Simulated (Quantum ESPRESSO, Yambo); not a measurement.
# TiO2 (Rutile): G0W0 with Yambo, start to end, part 3 of 3

Aim: the G0W0 gap of TiO2 (Rutile) on PBE, step by step.

Quantum ESPRESSO 7.5 and Yambo 5.3.0; PBE and many-body steps on it, plane waves. Known limits of the many-body steps: not at the basis limit.

So far. Step 3 (Bands along the symmetry lines): The gap is 1.917 eV, as in the run before at this level. Step 4 (Empty states on the mesh, 4×4×6 mesh, 115 bands): On this mesh the gap is 1.917 eV.

## 6. Screening and self-energy, 4×4×6 mesh, 115 bands, screening to 122.5 eV

G0W0 replaces the xc potential by the self-energy, built once from these orbitals. Only a window of levels is corrected, while the sums run over the empty bands that the input names.

This step: G0W0 on PBE, plane waves, norm-conserving pseudopotentials.

The input, gw1.in:

```
HF_and_locXC
gw0
dyson
ppa
em1d
rim_cut
RandQpts= 1000000
RandGvec= 1 RL
EXXRLvcs= 76 Ry
VXCRLvcs= 304 Ry
Chimod= "HARTREE"
% BndsRnXp
 1 | 115 |
%
NGsBlkXp= 9 Ry
% LongDrXp
 1 | 1 | 1 |
%
% GbndRnge
 1 | 115 |
%
DysSolver= "n"
ExtendOut
PPAPntXp= 27.21138 eV
% QPkrange
 1 | 1 | 23 | 26 |
%
```

Run with:

```sh
> OMP_NUM_THREADS=1 mpirun -n 4 yambo -F gw1.in -J gw1 -C gw1 > gw1.log
```

What it wrote:

```text
 Yambo, version 5.3.0

 [02] CORE Variables Setup
 =========================

  [... cell, symmetries and grids as in the set-up ...]

  [02.05] Energies & Occupations
  ==============================

  [X] === General ===
  [X] Electronic Temperature                        :  0.000000  0.000000 [eV K]
  [X] Bosonic    Temperature                        :  0.000000  0.000000 [eV K]
  [X] Finite Temperature mode                       : no
  [X] El. density                                   :  0.76964E+24 [cm-3]
  [X] Fermi Level                                   :  9.160422 [eV]

  [X] === Gaps and Widths ===
  [X] Conduction Band Min                           :  1.916629 [eV]
  [X] Valence Band Max                              :  0.000000 [eV]
  [X] Filled Bands                                  :  24
  [X] Empty Bands                                   :   25  115
  [X] Direct Gap                                    :  1.916629 [eV]
  [X] Direct Gap localized at k                     :  1
  [X] Indirect Gap                                  :  1.916629 [eV]
  [X] Indirect Gap between kpts                     :  1  1
  [X] Last valence band width                       :  1.613132 [eV]
  [X] 1st conduction band width                     :  1.090840 [eV]

 [03] Transferred momenta grid and indexing
 ==========================================

 IBZ Q-points                                      :  28
 BZ  Q-points                                      :   96

 K/Q-points units:
 rlu = crystal or reduced units; cc = cartesian coordinates; iku = interal k-units

 Q [ 1]         [rlu]:  0.000000  0.000000  0.000000
 Q [ 2]         [rlu]:  0.000000  0.000000  0.166667
 Q [ 3]         [rlu]:  0.000000  0.000000  0.333333
 Q [ 4]         [rlu]:  0.000000  0.000000 -0.500000
 Q [ 5]         [rlu]:  0.000000  0.250000  0.000000
 Q [ 6]         [rlu]:  0.000000  0.250000  0.166667
 Q [ 7]         [rlu]:  0.000000  0.250000  0.333333
 Q [ 8]         [rlu]:  0.000000  0.250000 -0.500000
 Q [ 9]         [rlu]:  0.000000 -0.500000  0.000000
 Q [10]         [rlu]:  0.000000 -0.500000  0.166667
     [... 16 further rows ...]
 Q [27]         [rlu]: -0.250000  0.250000 -0.333333
 Q [28]         [rlu]: -0.250000  0.250000  0.500000

 [04] Coloumb potential Random Integration (RIM)
 ===============================================

  [04.01] RIM initialization
  ==========================

  * Diagonal components only detected *

  8 x (sBL volume)        :  0.049115 [a.u.]
  sBZ random points       :  1000000
  Points outside the sBZ  :   7992674
  RL volume               :  0.589375 [a.u.]
  Integrated volume       :  0.589915 [a.u.]

  [04.02] RIM integrals
  =====================

  Gamma point sphere radius             :  0.066428 [a.u.]
  Points outside the sphere             :   799783
  [Int_sBZ(q=0) 1/q^2]*(Vol_sBZ)^(-1/3) =:  7.677029
                                 should be <:  7.795600

  Summary of Coulomb integrals for non-metallic bands |Q|[au] RIM/Bare

  Q [1] 0.100000E-4 0.984790 * Q [5] 0.181009 1.043104
  Q [2] 0.187378 1.065409 * Q [25] 0.255985 1.045688
  Q [13] 0.255985 1.045781 * Q [6] 0.260528 1.051772
  Q [26] 0.317237 1.034933 * Q [14] 0.317237 1.036010
  Q [9] 0.362018 1.018051 * Q [3] 0.374757 1.023161
  Q [17] 0.404748 1.016534 * Q [10] 0.407637 1.017887
  Q [7] 0.416181 1.019845 * Q [18] 0.446018 1.015563
  Q [15] 0.453841 1.017069 * Q [27] 0.453841 1.016148
  Q [21] 0.511971 1.011276 * Q [11] 0.521056 1.012664
  Q [22] 0.545183 1.010633 * Q [19] 0.551601 1.011359
  Q [4] 0.562135 1.010553 * Q [8] 0.590559 1.009615
  Q [28] 0.617677 1.009626 * Q [16] 0.617677 1.008790
  Q [23] 0.634474 1.008620 * Q [12] 0.668620 1.007716
  Q [20] 0.692689 1.007148 * Q [24] 0.760336 1.006109

 [05] Dipoles
 ============

  [05.01] Setup: observables and procedures
  =========================================

  [WARNING] [x,Vnl] slows the Dipoles computation. To neglect it rename the ns.kb_pp file

 [06] Dynamic Dielectric Matrix (PPA)
 ====================================

 [WR./gw1//ndb.pp]---------------------------------------------------------------
  Brillouin Zone Q/K grids (IBZ/BZ)                :   28   96   28   96
  RL vectors                                       :   6025 [WF]
  Coulomb cutoff potential                         : none
  Electronic Temperature                           :  0.000000 [K]
  Bosonic    Temperature                           :  0.000000 [K]
  PPA    diel. fun.  energies                      : Perdew, Burke & Ernzerhof(X)+Perdew, Burke & Ernzerhof(C)
  wavefunctions                                    : Perdew, Burke & Ernzerhof(X)+Perdew, Burke & Ernzerhof(C)
  Global Gauge                                     : length
  X matrix size                                    :  197
  X band range                                     :    1  115
  X e/h energy range                               : -1.000000 -1.000000 [eV]
  X Time ordering                                  : R
  X Hxc Kernel                                     : HARTREE
  X Drude frequency                                :  0.000000  0.000000
  X poles                                          :  100.0000 [o/o]
  RL vectors in the sum                            :   6025
  [r,Vnl] included                                 : yes
  Field direction                                  :  0.577350E-5  0.577350E-5  0.577350E-5
  BZ energy Double Grid                            : no
  BZ energy DbGd points                            : 0
  BZ Q point size factor                           : -1.000000
  X Optical Averaged directions                    : none

 [07] Local Exchange-Correlation + Non-Local Fock
 ================================================

 [VXC] Plane waves :   37691
 [EXS] Plane waves :   4695

 QP @ state[ 1 ] K range:  1  1
 QP @ state[ 1 ] b range:  23  26

 [xc] Functional : Perdew, Burke & Ernzerhof(X)+Perdew, Burke & Ernzerhof(C)
 [xc] LIBXC used to calculate xc functional
  PP Number of Atomic Species                      :  2
  NLCC RL compoments                               :   37691
  PP Number of Atomic Species                      :  2
  NLCC RL compoments                               :   37691

 [xc] E_xc :  -28.60621 [Ha]
      E_xc :  -57.21243 [Ry]

  Local XC kind (lXC) : Perdew, Burke & Ernzerhof(X)+Perdew, Burke & Ernzerhof(C)
  Non-Local XC kind (nlXC) : Hartree-Fock

  Corrections @ K [1] :  [eV]
 <23|nlXC|23> = -25.15177 -0.10599E-17 <23|lXC|23> = -20.67068  0.000000
 <24|nlXC|24> = -25.10642 -0.43439E-17 <24|lXC|24> = -20.44719  0.37763E-15
 <25|nlXC|25> = -12.15189 -0.79727E-18 <25|lXC|25> = -20.15407 -0.14161E-15
 <26|nlXC|26> = -12.10937  0.22235E-18 <26|lXC|26> = -19.78078  0.18882E-15

 [08] Dyson equation: Newton solver
 ==================================

  [08.01] G0W0 (W PPA)
  ====================

  [  GW  ] Bands range     :    1  115
  [GW/PPA] G damping       :  0.100000 [eV]

  QP @ state[ 1 ] K range:  1  1
  QP @ state[ 1 ] b range:  23  26

   Sc/G bands                                       :    1  115
   Sc/G damping                                     :  0.100000 ev
   Sc bands terminator                              : no
   Sx RL components                                 :   4695

   QP @ state[ 1 ] K range                          :  1  1
   QP @ state[ 1 ] b range                          :  23  26
   GF energies kind                                 : Perdew, Burke & Ernzerhof(X)+Perdew, Burke & Ernzerhof(C)
   GF WF`s kind                                     : Perdew, Burke & Ernzerhof(X)+Perdew, Burke & Ernzerhof(C)
   Xs energies kind                                 : Perdew, Burke & Ernzerhof(X)+Perdew, Burke & Ernzerhof(C)
   Xs WF`s kind                                     : Perdew, Burke & Ernzerhof(X)+Perdew, Burke & Ernzerhof(C)

 [11] Game Over & Game summary
```

Elapsed: 7.5 min, on 4 MPI ranks of Arm Neoverse V1, shared host; peak memory 3.2 GiB.

This step gave:

```
G0W0 gap on the points computed              : 3.356 eV
starting gap on the mesh                     : 1.917 eV
k of the valence top                         : 0, 0, 0
k of the conduction bottom                   : 0, 0, 0
least direct G0W0 gap on the computed points : 3.356 eV
Z at the valence top                         : 0.7597
Z at the conduction bottom                   : 0.7720
```

The gap on the mesh goes from 1.92 eV to 3.36 eV, a correction of +1.44 eV.

Limits: finite bands, cutoff and mesh. v1 is the top filled band, c1 the lowest empty one. Levels before and after the correction, in eV, zero at the valence-band top of each column:

|  | conduction bottom | valence top |
| --- | --- | --- |
| Kohn-Sham | 1.92 | 0.00 |
| G0W0 | 3.36 | 0.00 |

|  | level | energy (eV) |
| --- | --- | --- |
| Kohn-Sham | Γ v2 | -0.452 |
| Kohn-Sham | Γ v1 | 0.000 |
| Kohn-Sham | Γ c1 | 1.917 |
| Kohn-Sham | Γ c2 | 2.219 |
| G0W0 | Γ v2 | -0.474 |
| G0W0 | Γ v1 | 0.000 |
| G0W0 | Γ c1 | 3.356 |
| G0W0 | Γ c2 | 3.582 |

## 7. Where the time went

Times are wall times on the hardware named with each run, good to a factor of about two.

| step | time | share | memory (GiB) |
| --- | --- | --- | --- |
| ground state | 36 s | 7 % | 0.37 |
| bands along the symmetry lines | 12 s | 2 % | 0.27 |
| empty states on the mesh | 30 s | 6 % | 0.4 |
| conversion and set-up | 3 s | 1 % | 0.25 |
| screening and self-energy | 7.5 min | 85 % | 3.2 |

## 8. What came out

```yaml
pbe_gap: 1.92 eV, direct
g0w0_gap_on_the_mesh: 3.36 eV
gw_settings: 4×4×6 mesh, 115 bands, screening to 122.5 eV, Godby-Needs plasmon pole
known_limits: not at the basis limit
```

G0W0 moves the gap on the mesh from 1.92 eV to 3.36 eV (+1.44 eV), with Z of 0.76 and 0.77 at the edges. Only 1 of the mesh's irreducible points was corrected, so a valley elsewhere could overtake. The dearest step here is «screening and self-energy». Against experiment, by G0W0@PBE: the direct gap of 3.36 eV lies +0.33 eV from the measured 3.03 eV (direct, 1.6 K, quoted 2020); the gap of 3.36 eV lies +0.27 eV from the measured 3.09 ± 0.06 eV (indirect, on SiO2 (quartz particles), 2024); the gap of 3.36 eV lies +0.08 eV from the measured 3.28 eV (optical, 2023); the gap of 3.36 eV lies +0.31 eV from the measured 3.05 eV (kind not stated, quoted 2021). An exciton line or allowed optical edge lies below the quasiparticle gap by the binding energy; a forbidden edge can push the onset above it. The calculation has static nuclei and no excitons; a measured gap holds zero-point and thermal motion, which mostly lowers it. Bands and cutoff are finite, so the gap is not at the basis limit. The miss can reach some tenths of an eV and take either sign; the mesh is an error of its own. In the G0W0 run levels were corrected at 1 k point alone, so a gap called «on the mesh» is the least over those, and an edge elsewhere would be missed.

[Paths, hosts, dates, memory and timing lines, banners, echoed tables and standing remarks are left out of the program output.]

[Logs are printed without paths, hosts, clocks, repeated set-up lines and the standing remarks that a program may print on its own settings, such as how far it seeks lower states.]

[Runs of the session that timed out or met a known fault of the program may be left out.]

[Hosts, paths, dates, database ids (printed as entryN), source tags and the programs' standing remarks are cut or masked in the printed files.]
